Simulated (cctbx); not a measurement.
# What resolution and counting buy: Nd3Ga4BiO12

Space group Pm (no. 6), a = 5.5530 Å, b = 7.8040 Å, c = 5.5930 Å, α = 90.00°, β = 90.37°, γ = 90.00°.

| atom | mult. | x | y | z | Ueq (Å²) |
| --- | --- | --- | --- | --- | --- |
| Bi1 | 1 | 0.4953 | 1/2 | 0.5328 | 0.0023 |
| Nd1 | 1 | 0.9929 | 0 | 0.9495 | 0.0039 |
| Nd2 | 1 | 0.5072 | 0 | 0.4501 | 0.0034 |
| Nd3 | 1 | 0.0151 | 1/2 | 0.0588 | 0.0026 |
| Ga1 | 2 | 0.5006 | 0.7468 | 0.9969 | 0.0049 |
| Ga2 | 2 | 0.0033 | 0.2480 | 0.5077 | 0.0038 |
| O1 | 2 | 0.2881 | 0.7115 | 0.2906 | 0.0069 |
| O2 | 2 | 0.2024 | 0.2912 | 0.8025 | 0.0053 |
| O3 | 2 | 0.7106 | 0.2013 | 0.7059 | 0.0095 |
| O4 | 2 | 0.7940 | 0.7916 | 0.2072 | 0.0063 |
| O5 | 1 | 0.0809 | 0 | 0.5270 | 0.0071 |
| O6 | 1 | 0.4219 | 0 | 0.0150 | 0.0062 |
| O7 | 1 | 0.9191 | 1/2 | 0.4795 | 0.0087 |
| O8 | 1 | 0.5854 | 1/2 | 0.9864 | 0.0066 |

The model was made for the exercise: a known structure type with other elements put in, its volume estimated, not relaxed; displacement parameters are assumed.

Five simulated data sets (cctbx; Ag Kα, λ = 0.56087 Å; 2 % proportional error) differ in resolution or exposure (noise floor 2 counts in the first three, 8 in the last two). Each is refined with the right model, isotropic at 1.1 Å and anisotropic otherwise. How do the figures of merit and the uncertainties move?

```csv
d min (Å),top counts,"⟨I/σ⟩ (unmerged, absences included)",unique,param. (scale apart),Rint,R1,GooF,largest s.u. xyz (fractional),s.u. U of O1 (Å²),largest error (Å)
1.1,5000,12.9,350,48,0.023,0.0225,1.02,0.00647,0.0056,0.0318
0.84,5000,11.9,810,102,0.025,0.0244,0.96,0.00469,0.0061,0.0263
0.6,5000,10.4,2216,102,0.032,0.0297,0.96,0.00230,0.0032,0.0281
0.75,300,1.6,1161,102,0.244,0.1035,0.98,0.06156,0.0461,0.0389
0.75,3000,7.5,1161,102,0.046,0.0390,0.97,0.00813,0.0078,0.0576
```

The number of reflections grows roughly as 1/d³: 350, 810 and 2216 here. R1 follows the noise rather than the truth: at 300 counts it is 0.1035, at 3000 counts 0.0390, while GooF is 0.98 and 0.97: the weights 1/σ² carry the noise. The s.u. of U (U11 where anisotropic) for O1 goes 0.0056, 0.0061, 0.0032 Å² with resolution and 0.0461, 0.0078 Å² with exposure.

Hardware for the 0.6 Å refinement: 0.55 s on 1 thread of Intel(R) Xeon(R) CPU @ 2.60GHz (Ice Lake), on a shared host, peak memory 0.09 GiB.

[Logs are printed without paths, hosts, clocks, repeated set-up lines and the standing remarks that a program may print on its own settings, such as how far it seeks lower states.]
